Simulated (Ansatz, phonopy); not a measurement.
# KI (Fm-3m): thermal expansion from first principles, part 3 of 4

Wanted: α(T), C_P(T) and B(T) of KI in the quasi-harmonic approximation.

Experimental results on record:
- volume expansion coefficient 113.7 1e-6/K near room temperature (given in “Descriptors for thermal expansion in solids”, 2017, arXiv:1701.03966)

Ansatz 0.2.0; DFT LDA, scalar-relativistic, plane waves, PAW (the session's first sound run).

So far, volume expansion coefficient at 300 K (× 1e-6/K): step 7 (quasi-harmonic fit by phonopy) 217.

## 8. The quasi-harmonic study, q-mesh 4×4×4

The study relaxes the crystal at several strains, solves the phonons on some of them and minimises the free energy at each temperature (static energy, vibrations, the electrons in a metal, and PV under a set pressure); the q-mesh sets how far the force constants reach.

This step: DFT LDA, scalar-relativistic, plane waves, PAW (Ansatz 0.2.0).

input.yaml reads:

```yaml
crystal:
  lattice:
    - [0.0, 3.4087162879, 3.4087162879]
    - [3.4087162879, 0.0, 3.4087162879]
    - [3.4087162879, 3.4087162879, 0.0]
  atoms:
    - { symbol: K, position: [0.0, 0.0, 0.0] }
    - { symbol: I, position: [0.5, 0.5, 0.5] }
kpoints:
  mp_grid: { grid: [8, 8, 8] }
hamiltonian:
  xc: lda
scf:
  occupations: { method: fixed }
  lower_state_search: "off"
output:
  eigenvalues: true
phonons:
  method: dfpt
  qmesh: [4, 4, 4]
  temperatures: { t_max: 500.0, t_step: 25 }
  thermal_expansion: {}
```

On the command line:

```bash
$ ansatz run input.yaml --threads 8 --pin off --max-ram 16384MiB --backend cpu --events-out ev --progress --plain --runs-dir out
```

Numbers of over 12 decimals in the logs are rounded to 6 here.

The program printed:

```text
[...]
Crystal: 2 atoms, lattice volume = 79.214 Å³
Basis set: ecut = 487.2 eV, 1917 PW (Γ), exchange–correlation on 72×72×72 points (8 copies of the dense FFT grid, shifted against one another)
Bands: 17, of which v1, the nominal top of the filled ones, is band 13 counted from 1 (12 counted from 0)
Symmetry: 48 space group operations
[...]
k-points: 29 of 512
[...]
SCF iter   1: F=—  HF=-8855.101578 eV  |F-HF|=—  |Δ(HF+E_count)|=         —  Δρ=4.76e-3  dr2=8.34e-3  ethr=1.77e-3  ⟨swp⟩=5.3  Hψ=2345  notcnv=0  defer=55
[...]
SCF iter   8: F=-8855.098602 eV  HF=-8855.098602 eV  |F-HF|=3.64e-12  |Δ(HF+E_count)|=  4.37e-11  Δρ=3.23e-8  dr2=3.64e-13  ethr=1.00e-12  ⟨swp⟩=9.4  Hψ=3104  notcnv=0
SCF 1 converged in 8 iterations: F = -8855.098602 eV  dr2 = 3.64e-13
[...]
relax step   1: F+E_penalty+E_count = -8855.09860194 eV  Δ(F+E_penalty+E_count) = +0.000e0 eV  max|allowed force component| = 3.681e-29 eV/Å  Δτ_max = 0.0000 Å  (8 SCF iters, accepted)
SCF converged after 8 iterations
Free energy (F): -8855.098602 eV
[...]
Internal energy: -8855.098602 eV  (E = F + TS)
E sigma→0 (E₀):  -8855.098602 eV
Fermi energy:    2.900621 eV
[...]
--- Stress (GPa, compression-positive) ---
        0.000366      -0.000000      -0.000000
        0.000000       0.000366      -0.000000
        0.000000      -0.000000       0.000366
  P = ⅓ Tr σ = 0.0004 GPa (0.004 kbar)
--- Band table (eV; the first three rows and the last of 29) ---
  k-point 0: bands = [... 9 lower, -7.8941, 2.9006, 2.9006, 2.9006, 6.7699, 9.1378, 9.1378, 9.1378]
  k-point 1: bands = [... 9 lower, -7.8060, 2.5659, 2.8261, 2.8261, 7.2129, 9.0718, 9.3260, 9.3260]
  k-point 2: bands = [... 9 lower, -7.6221, 1.9346, 2.6581, 2.6581, 7.9128, 9.3648, 9.8225, 9.8225]
  k-point 28: bands = [... 9 lower, -7.5695, 2.0063, 2.0063, 2.1291, 9.1789, 9.1789, 9.5837, 11.2369]
── thermal expansion: 3 new cells, 3 in all ──
thermal expansion: relaxation of cell 2
thermal expansion: relaxation of cell 3
── thermal expansion: 2 new cells, 5 in all ──
thermal expansion: relaxation of cell 4
thermal expansion: phonons of cell 4
thermal expansion: relaxation of cell 5
thermal expansion: phonons of cell 5
── thermal expansion: 6 new cells, 11 in all ──
thermal expansion: relaxation of cell 6
thermal expansion: relaxation of cell 7
thermal expansion: relaxation of cell 8
thermal expansion: relaxation of cell 9
thermal expansion: relaxation of cell 10
thermal expansion: relaxation of cell 11
thermal expansion: phonons of cell 6
thermal expansion: phonons of cell 7
thermal expansion: phonons of cell 8
--- Relaxed structure (1 steps of the walk, 1 accepted, 0 SCFs on fresh bases) ---
  F+E_penalty+E_count = -8855.09860194 eV   max|allowed force component| = 3.681e-29 eV/Å
  atoms:
    - { symbol: K, position: [0.0, 0.0, 0.0] }
    - { symbol: I, position: [0.5, 0.5, 0.5] }
--- Thermal expansion: 11 cells in 3 rounds, 0 GPa ---
  no lower state was looked for at cell 4: scf.lower_state_search: off
  without vibrations: a 4.82070, b 4.82070, c 4.82070 Å, V 79.2163 Å³, B 16.01 GPa
  at 0 K: a 4.83206, b 4.83206, c 4.83206 Å, V 79.7776 Å³, B 15.65 GPa
  zero-point expansion: a +0.236, b +0.236, c +0.236, V +0.709 %
[...]
0.00    4.83206    4.83206    4.83206    79.7776 |    0.00    0.00    0.00    0.00 |   87.45 |     0.000     0.000 |    15.65    15.65
    50.00    4.83382    4.83382    4.83382    79.8650 |   18.87   18.87   18.87   56.60 |  100.78 |    32.005    31.886 |    15.48    15.54
   100.00    4.84000    4.84000    4.84000    80.1719 |   30.00   30.00   30.00   90.01 |  107.30 |    44.448    43.859 |    15.06    15.26
   150.00    4.84782    4.84782    4.84782    80.5608 |   34.05   34.05   34.05  102.14 |  111.47 |    48.183    47.075 |    14.60    14.94
   200.00    4.85639    4.85639    4.85639    80.9890 |   36.52   36.52   36.52  109.56 |  114.99 |    49.951    48.298 |    14.12    14.60
   250.00    4.86552    4.86552    4.86552    81.4467 |   38.59   38.59   38.59  115.78 |  118.34 |    51.119    48.879 |    13.63    14.25
   298.15    4.87480    4.87480    4.87480    81.9135 |   40.53   40.53   40.53  121.60 |       - |    52.046    49.188 |    13.14    13.90
   325.00    4.88018    4.88018    4.88018    82.1850 |   41.64   41.64   41.64  124.93 |  123.46 |    52.534    49.304 |    12.86    13.70
   375.00    4.89062    4.89062    4.89062    82.7134 |   43.84   43.84   43.84  131.51 |  127.07 |    53.442    49.458 |    12.33    13.33
   425.00    4.90164    4.90164    4.90164    83.2739 |   46.25   46.25   46.25  138.75 |  130.92 |    54.396    49.560 |    11.79    12.94
   475.00    4.91331    4.91331    4.91331    83.8703 |   48.96   48.96   48.96  146.89 |  135.08 |    55.441    49.631 |    11.22    12.54
   500.00    4.91942    4.91942    4.91942    84.1836 |   50.46   50.46   50.46  151.38 |  137.30 |    56.011    49.658 |    10.94    12.34
[...]
vibrations' free energy: its fit leaves 0.0003 meV an atom at the most
  the electrons' free energy at temperature is not in it: every band gap is over 0.52 eV
  free energies summed between the sampled wave vectors
[...]
band gaps on the cells' k-points are 3.621 to 3.950 eV
```

Wall time 12 min (8 threads of Arm Neoverse V1, shared host); peak memory 2.2 GiB; 89 min of CPU time.

Numbers from this step:

```
volume expansion coefficient at 298 K            : 121.6 1e-6/K
C_P at 298 K                                     : 26.02 J/mol-atom/K
entropy at 298 K                                 : 52.36 J/mol-atom/K
isothermal bulk modulus at 298 K                 : 13.14 GPa
Grüneisen parameter at 298 K                     : 1.602
volume at 298 K                                  : 40.96 Å³/atom
principal linear expansion coefficients at 298 K : 40.53, 40.53, 40.53 1e-6/K
```

Strained cells of the study; zero-point energy where phonons were solved; the pressures are stresses at a fixed cutoff and can carry an offset from the finite basis. Expansion cells, by row:

```csv
cell,|a| (Å),|b| (Å),|c| (Å),V (Å³/atom),E - E_lowest (meV/atom),"pressure, compression positive (GPa)",gap (eV),zero-point energy (meV/atom)
1,4.821,4.821,4.821,39.61,0.002,-0.006,3.869,-
2,4.859,4.859,4.859,40.57,1.103,-0.366,3.807,-
3,4.782,4.782,4.782,38.67,1.162,0.401,3.934,-
4,4.821,4.821,4.821,39.62,0,-0.01,3.868,15.42
5,4.845,4.845,4.845,40.22,0.454,-0.241,3.829,15.01
6,4.883,4.883,4.883,41.17,2.835,-0.567,3.769,14.37
7,4.914,4.914,4.914,41.96,6.228,-0.806,3.722,13.86
8,4.946,4.946,4.946,42.77,10.84,-1.022,3.676,13.35
9,4.773,4.773,4.773,38.45,1.792,0.505,3.95,-
10,4.797,4.797,4.797,39.03,0.433,0.238,3.909,-
11,4.985,4.985,4.985,43.81,18.19,-1.26,3.621,-
```

Quasi-harmonic; a, b, c are the run's own cell vectors. Expansion, by row:

```csv
T (K),a (Å),b (Å),c (Å),alpha (deg),beta (deg),gamma (deg),cell volume (Å³/cell),alpha_a (1e-6/K),alpha_b (1e-6/K),alpha_c (1e-6/K),alpha_V (1e-6/K),C_P (J/mol-atom/K),C_V (J/mol-atom/K),S (J/mol-atom/K),B_T (GPa),B_S (GPa),Grueneisen,extrapolation,fit error (1e-6/K)
0,4.832,4.832,4.832,60,60,60,79.78,0,0,0,0,0,0,0,15.65,15.65,-,0,0
25,4.832,4.832,4.832,60,60,60,79.79,6.23,6.23,6.23,18.7,7.743,7.74,4.035,15.62,15.63,0.907,0,0.01
50,4.834,4.834,4.834,60,60,60,79.86,18.87,18.87,18.87,56.6,16,15.94,12.2,15.48,15.54,1.321,0,0.01
75,4.837,4.837,4.837,60,60,60,80,26.13,26.13,26.13,78.39,20.16,20,19.58,15.28,15.41,1.443,0,0.02
100,4.84,4.84,4.84,60,60,60,80.17,30,30,30,90.01,22.22,21.93,25.7,15.06,15.26,1.492,0,0.03
125,4.844,4.844,4.844,60,60,60,80.36,32.37,32.37,32.37,97.11,23.37,22.95,30.79,14.83,15.11,1.519,0,0.03
150,4.848,4.848,4.848,60,60,60,80.56,34.05,34.05,34.05,102.1,24.09,23.54,35.12,14.6,14.94,1.537,0,0.04
175,4.852,4.852,4.852,60,60,60,80.77,35.37,35.37,35.37,106.1,24.59,23.91,38.87,14.36,14.78,1.551,0,0.03
200,4.856,4.856,4.856,60,60,60,80.99,36.52,36.52,36.52,109.6,24.98,24.15,42.18,14.12,14.6,1.562,0,0.03
225,4.861,4.861,4.861,60,60,60,81.21,37.58,37.58,37.58,112.7,25.29,24.32,45.14,13.88,14.43,1.573,0,0.04
250,4.866,4.866,4.866,60,60,60,81.45,38.59,38.59,38.59,115.8,25.56,24.44,47.82,13.63,14.25,1.583,0,0.05
275,4.87,4.87,4.87,60,60,60,81.69,39.6,39.6,39.6,118.8,25.81,24.53,50.27,13.38,14.07,1.593,0,0.06
298.1,4.875,4.875,4.875,60,60,60,81.91,40.53,40.53,40.53,121.6,26.02,24.59,52.36,13.14,13.9,1.602,0,0.07
300,4.875,4.875,4.875,60,60,60,81.93,40.61,40.61,40.61,121.8,26.04,24.6,52.52,13.12,13.89,1.603,0,0.07
325,4.88,4.88,4.88,60,60,60,82.19,41.64,41.64,41.64,124.9,26.27,24.65,54.62,12.86,13.7,1.613,0,0.08
350,4.885,4.885,4.885,60,60,60,82.45,42.72,42.72,42.72,128.2,26.49,24.7,56.57,12.6,13.52,1.623,0,0.09
375,4.891,4.891,4.891,60,60,60,82.71,43.84,43.84,43.84,131.5,26.72,24.73,58.41,12.33,13.33,1.633,0,0.1
400,4.896,4.896,4.896,60,60,60,82.99,45.01,45.01,45.01,135,26.95,24.76,60.14,12.06,13.13,1.644,0,0.1
425,4.902,4.902,4.902,60,60,60,83.27,46.25,46.25,46.25,138.8,27.2,24.78,61.78,11.79,12.94,1.655,0,0.09
450,4.907,4.907,4.907,60,60,60,83.57,47.56,47.56,47.56,142.7,27.45,24.8,63.34,11.51,12.74,1.666,0,0.07
475,4.913,4.913,4.913,60,60,60,83.87,48.96,48.96,48.96,146.9,27.72,24.82,64.83,11.22,12.54,1.678,0,0.07
500,4.919,4.919,4.919,60,60,60,84.18,50.46,50.46,50.46,151.4,28.01,24.83,66.26,10.94,12.34,1.69,0,0.15
```

The expansion coefficient by temperature; values in 1e-6/K:

```csv
temperature (K),volume,principal 1
0,0,0
25,18.7,6.23
50,56.6,18.9
75,78.4,26.1
100,90.0,30
125,97.1,32.4
150,102,34.0
175,106,35.4
200,110,36.5
225,113,37.6
250,116,38.6
275,119,39.6
298,122,40.5
300,122,40.6
325,125,41.6
350,128,42.7
375,132,43.8
400,135,45.0
425,139,46.2
450,143,47.6
475,147,49.0
500,151,50.5
```

Changing the q-mesh (1×1×1 → 4×4×4) takes the volume expansion at 298 K from 216 to 122 × 10⁻⁶/K and B_T from 11.4 to 13.1 GPa.

## 9. Free-energy fit

This step: DFT LDA, scalar-relativistic, plane waves, PAW (phonopy 4.10.0).

Numbers from this step:

- volume expansion coefficient at 300 K: 121.9 1e-6/K
- isothermal bulk modulus at 300 K: 13.12 GPa
- C_P at 300 K: 26.07 J/mol-atom/K
- Grüneisen parameter at 300 K: 1.603

The energy (each curve on its own zero) by volume; values in meV/atom:

```csv
volume (Å³/atom),static,F at 0 K,F at 300 K,F at 500 K
39.62,0,1.02,4.72,7.78
40.22,0.45,1.06,3.36,5.25
41.17,2.84,2.81,2.81,2.8
41.96,6.23,5.68,3.71,2.09
42.77,10.8,9.78,5.74,2.43
```

Phonopy-qha, vinet fit of F(V) at each temperature. Qha vinet, by row:

```csv
T (K),fitted volume (Å³/atom),alpha_V (1e-6/K),B_T (GPa),C_P (J/mol-atom/K),Grueneisen
75,40,76.79,15.27,20.21,1.413
100,40.09,89.33,15.05,22.32,1.48
125,40.18,96.83,14.82,23.46,1.514
150,40.28,102,14.59,24.17,1.534
175,40.39,106.1,14.36,24.66,1.549
200,40.49,109.6,14.12,25.03,1.562
225,40.61,112.8,13.87,25.33,1.573
250,40.72,115.8,13.62,25.6,1.583
275,40.84,118.8,13.37,25.84,1.593
300,40.97,121.9,13.12,26.07,1.603
325,41.09,125,12.86,26.29,1.613
350,41.22,128.2,12.59,26.51,1.624
375,41.36,131.6,12.33,26.74,1.634
400,41.49,135.1,12.06,26.97,1.645
425,41.64,138.9,11.78,27.21,1.656
450,41.78,142.8,11.5,27.47,1.667
475,41.94,147,11.22,27.73,1.679
```

Volume expansion coefficient against temperature; values in 1e-6/K:

```csv
temperature (K),"phonopy-qha, Vinet",Ansatz's own study
75,76.8,78.4
100,89.3,90.0
125,96.8,97.1
150,102,102
175,106,106
200,110,110
225,113,113
250,116,116
275,119,119
300,122,122
325,125,125
350,128,128
375,132,132
400,135,135
425,139,139
450,143,143
475,147,147
```

The fit gives a volume expansion of 122 × 10⁻⁶/K at 300 K, against 122 at 298 K from the study itself, whose static fit uses more cells.

## 10. A new level, relaxed again

The functional, the potentials or the cutoff change, so the crystal is relaxed again at the new setting.

This step: DFT PBE, scalar-relativistic, plane waves, PAW (Ansatz 0.2.0).

input.yaml, the sections that differ from step 8:

```yaml
hamiltonian:
  xc: pbe
output:
  forces: true
  stress: true
  eigenvalues: true
relax:
  adjacent_minimum: "off"
  f_tol: 0.001
  max_steps: 60
  cell: { stress_tol: 0.01 }
# crystal, kpoints, scf: as in step 8
# phonons: removed
```

The program printed:

```text
[...]
Crystal: 2 atoms, lattice volume = 79.214 Å³
Basis set: ecut = 420 eV, 1471 PW (Γ), exchange–correlation on 72×72×72 points (8 copies of the dense FFT grid, shifted against one another)
Bands: 17, of which v1, the nominal top of the filled ones, is band 13 counted from 1 (12 counted from 0)
Symmetry: 48 space group operations
[...]
k-points: 29 of 512
[...]
SCF iter   1: F=—  HF=-9053.611637 eV  |F-HF|=—  |Δ(HF+E_count)|=         —  Δρ=2.62e-4  dr2=4.72e-5  ethr=1.77e-3  ⟨swp⟩=5.3  Hψ=2298  notcnv=0  defer=53
[...]
SCF iter   6: F=-9053.610898 eV  HF=-9053.610898 eV  |F-HF|=7.48e-8  |Δ(HF+E_count)|=   4.01e-8  Δρ=6.28e-6  dr2=5.44e-8  ethr=3.85e-10  ⟨swp⟩=9.2  Hψ=2847  notcnv=0
SCF 1 converged in 6 iterations: F = -9053.610898 eV  dr2 = 5.44e-8
[...]
relax step   1: F+E_penalty+E_count = -9053.61089809 eV  Δ(F+E_penalty+E_count) = +0.000e0 eV  max|allowed force component| = 3.688e-29 eV/Å  Δτ_max = 0.0000 Å  P = +2.412 GPa  Ω = 79.214 Å³  (6 SCF iters, dr2 threshold 1.00e-7 eV, accepted)
Crystal: 2 atoms, lattice volume = 85.395 Å³
Basis set: ecut = 420 eV, 1687 PW (Γ), exchange–correlation on 72×72×72 points (8 copies of the dense FFT grid, shifted against one another)
[...]
SCF iter   5: F=-9053.675617 eV  HF=-9053.675616 eV  |F-HF|=1.30e-7  |Δ(HF+E_count)|=   1.94e-6  Δρ=1.28e-5  dr2=1.06e-7  ethr=7.69e-10  ⟨swp⟩=8.3  Hψ=3530  notcnv=0
SCF 2 converged in 5 iterations: F = -9053.675617 eV  dr2 = 1.06e-7
relax step   2: F+E_penalty+E_count = -9053.67561651 eV  Δ(F+E_penalty+E_count) = -6.472e-2 eV  max|allowed force component| = 2.380e-29 eV/Å  Δτ_max = 0.0000 Å  P = +1.049 GPa  Ω = 85.395 Å³  energy of the carried Pulay correction = -3.135e-4 eV  (5 SCF iters, dr2 threshold 2.00e-7 eV, accepted)
Crystal: 2 atoms, lattice volume = 90.844 Å³
Basis set: ecut = 420 eV, 1807 PW (Γ), exchange–correlation on 72×72×72 points (8 copies of the dense FFT grid, shifted against one another)
[...]
SCF iter   5: F=-9053.696093 eV  HF=-9053.696093 eV  |F-HF|=1.05e-7  |Δ(HF+E_count)|=   1.83e-6  Δρ=1.09e-5  dr2=8.39e-8  ethr=7.69e-10  ⟨swp⟩=8.0  Hψ=3472  notcnv=0
SCF 3 converged in 5 iterations: F = -9053.696093 eV  dr2 = 8.39e-8
relax step   3: F+E_penalty+E_count = -9053.69609288 eV  Δ(F+E_penalty+E_count) = -2.048e-2 eV  max|allowed force component| = 2.061e-29 eV/Å  Δτ_max = 0.0000 Å  P = +0.217 GPa  Ω = 90.844 Å³  energy of the carried Pulay correction = -5.711e-4 eV  (5 SCF iters, dr2 threshold 2.00e-7 eV, accepted)
[...]
relax step   4: F+E_penalty+E_count = -9053.69717863 eV  Δ(F+E_penalty+E_count) = -1.086e-3 eV  max|allowed force component| = 1.104e-29 eV/Å  Δτ_max = 0.0000 Å  P = +0.027 GPa  Ω = 92.378 Å³  energy of the carried Pulay correction = -6.407e-4 eV  (5 SCF iters, dr2 threshold 1.17e-7 eV, accepted)
[...]
relax step   5: F+E_penalty+E_count = -9053.69718885 eV  Δ(F+E_penalty+E_count) = -1.022e-5 eV  max|allowed force component| = 9.440e-29 eV/Å  Δτ_max = 0.0000 Å  P = +0.002 GPa  Ω = 92.591 Å³  energy of the carried Pulay correction = -6.503e-4 eV  (5 SCF iters, dr2 threshold 1.88e-9 eV, accepted)
[...]
SCF iter  10: F=-9053.697702 eV  HF=-9053.697702 eV  |F-HF|=1.82e-12  |Δ(HF+E_count)|=  2.36e-11  Δρ=1.47e-8  dr2=1.33e-13  ethr=1.00e-12  ⟨swp⟩=7.3  Hψ=3305  notcnv=0
SCF 6 converged in 10 iterations: F = -9053.697702 eV  dr2 = 1.33e-13
relax step   6: F+E_penalty+E_count = -9053.69770188 eV  Δ(F+E_penalty+E_count) = -5.130e-4 eV  max|allowed force component| = 4.444e-29 eV/Å  Δτ_max = 0.0000 Å  P = +0.004 GPa  Ω = 92.591 Å³  stress off target by 3.92e-3 GPa  SCF on the basis re-selected at this cell (its energy is not comparable with the rows above)  (10 SCF iters)
[...]
SCF converged after 10 iterations
Free energy (F): -9053.697702 eV
[...]
Internal energy: -9053.697702 eV  (E = F + TS)
E sigma→0 (E₀):  -9053.697702 eV
Fermi energy:    1.894938 eV
[...]
--- Stress (GPa, compression-positive) ---
        0.003923      -0.000000      -0.000000
       -0.000000       0.003923      -0.000000
       -0.000000      -0.000000       0.003923
  P = ⅓ Tr σ = 0.0039 GPa (0.039 kbar)
--- Band table (eV; the first three rows and the last of 29) ---
  k-point 0: bands = [... 9 lower, -8.5373, 1.8949, 1.8949, 1.8949, 5.7514, 8.4159, 8.4159, 8.4159]
  k-point 1: bands = [... 9 lower, -8.5040, 1.6608, 1.8479, 1.8479, 6.1141, 8.3376, 8.5761, 8.5761]
  k-point 2: bands = [... 9 lower, -8.4252, 1.1997, 1.7395, 1.7395, 6.8297, 8.4262, 8.9941, 8.9941]
  k-point 28: bands = [... 9 lower, -8.3705, 1.2256, 1.2256, 1.3515, 8.3398, 8.3398, 8.4100, 9.8923]
--- Relaxed structure (5 steps of the walk, 5 accepted, 1 SCFs on fresh bases) ---
[...]
cell:  # Å, volume = 92.5914 Å³
    - [0, 3.590710, 3.590710]
    - [3.590710, 0, 3.590710]
    - [3.590710, 3.590710, 0]
  atoms:
    - { symbol: K, position: [0, 0, 0] }
    - { symbol: I, position: [0.500000, 0.500000, 0.500000] }
```

It took 3 s on 8 threads; peak memory 0.44 GiB.

The steps of the relaxation:

```csv
step,energy less that of the first step (eV),largest force component (eV/Å),pressure (GPa),volume (Å³)
1,0.0000,0.0000,2.41,79.21
2,-0.0647,0.0000,1.05,85.40
3,-0.0852,0.0000,0.22,90.84
4,-0.0863,0.0000,0.03,92.38
5,-0.0863,0.0000,0.00,92.59
6*,-0.0868,0.0000,0.00,92.59
```

Relaxation steps marked * repeat the geometry before them on a plane-wave basis chosen anew for their cell, so energy and pressure can jump there.

Forces are held to the 48 operations that the run works with; a distortion that breaks them can't arise in this run.

```csv
"conventional cell, symmetrised",before,after,change
a (Å),6.817,7.181,+5.3 %
b (Å),6.817,7.181,+5.3 %
c (Å),6.817,7.181,+5.3 %
volume (Å³/atom),39.61,46.30,+16.9 %
```

The relaxed structure:

```
K I
1.0
     0.00000    3.59071    3.59071
     3.59071    0.00000    3.59071
     3.59071    3.59071    0.00000
K I
1 1
Direct
  0.00000 0.00000 0.00000
  0.50000 0.50000 0.50000
```

This step gave:

- pressure: 0.003923 GPa
- gap on the k-mesh: 3.856 eV
- volume per atom: 46.30 Å³/atom

The residual pressure is 0.0039 GPa, small enough for phonons.

(Part 3 of 4 ends here.)

[Logs are printed without paths, hosts, clocks, repeated set-up lines and the standing remarks that a program may print on its own settings, such as how far it seeks lower states.]

[Hosts, paths, dates, database ids (printed as entryN), source tags and the programs' standing remarks are cut or masked in the printed files.]

[A step with changed settings may run another functional than the one named; its input shows which.]
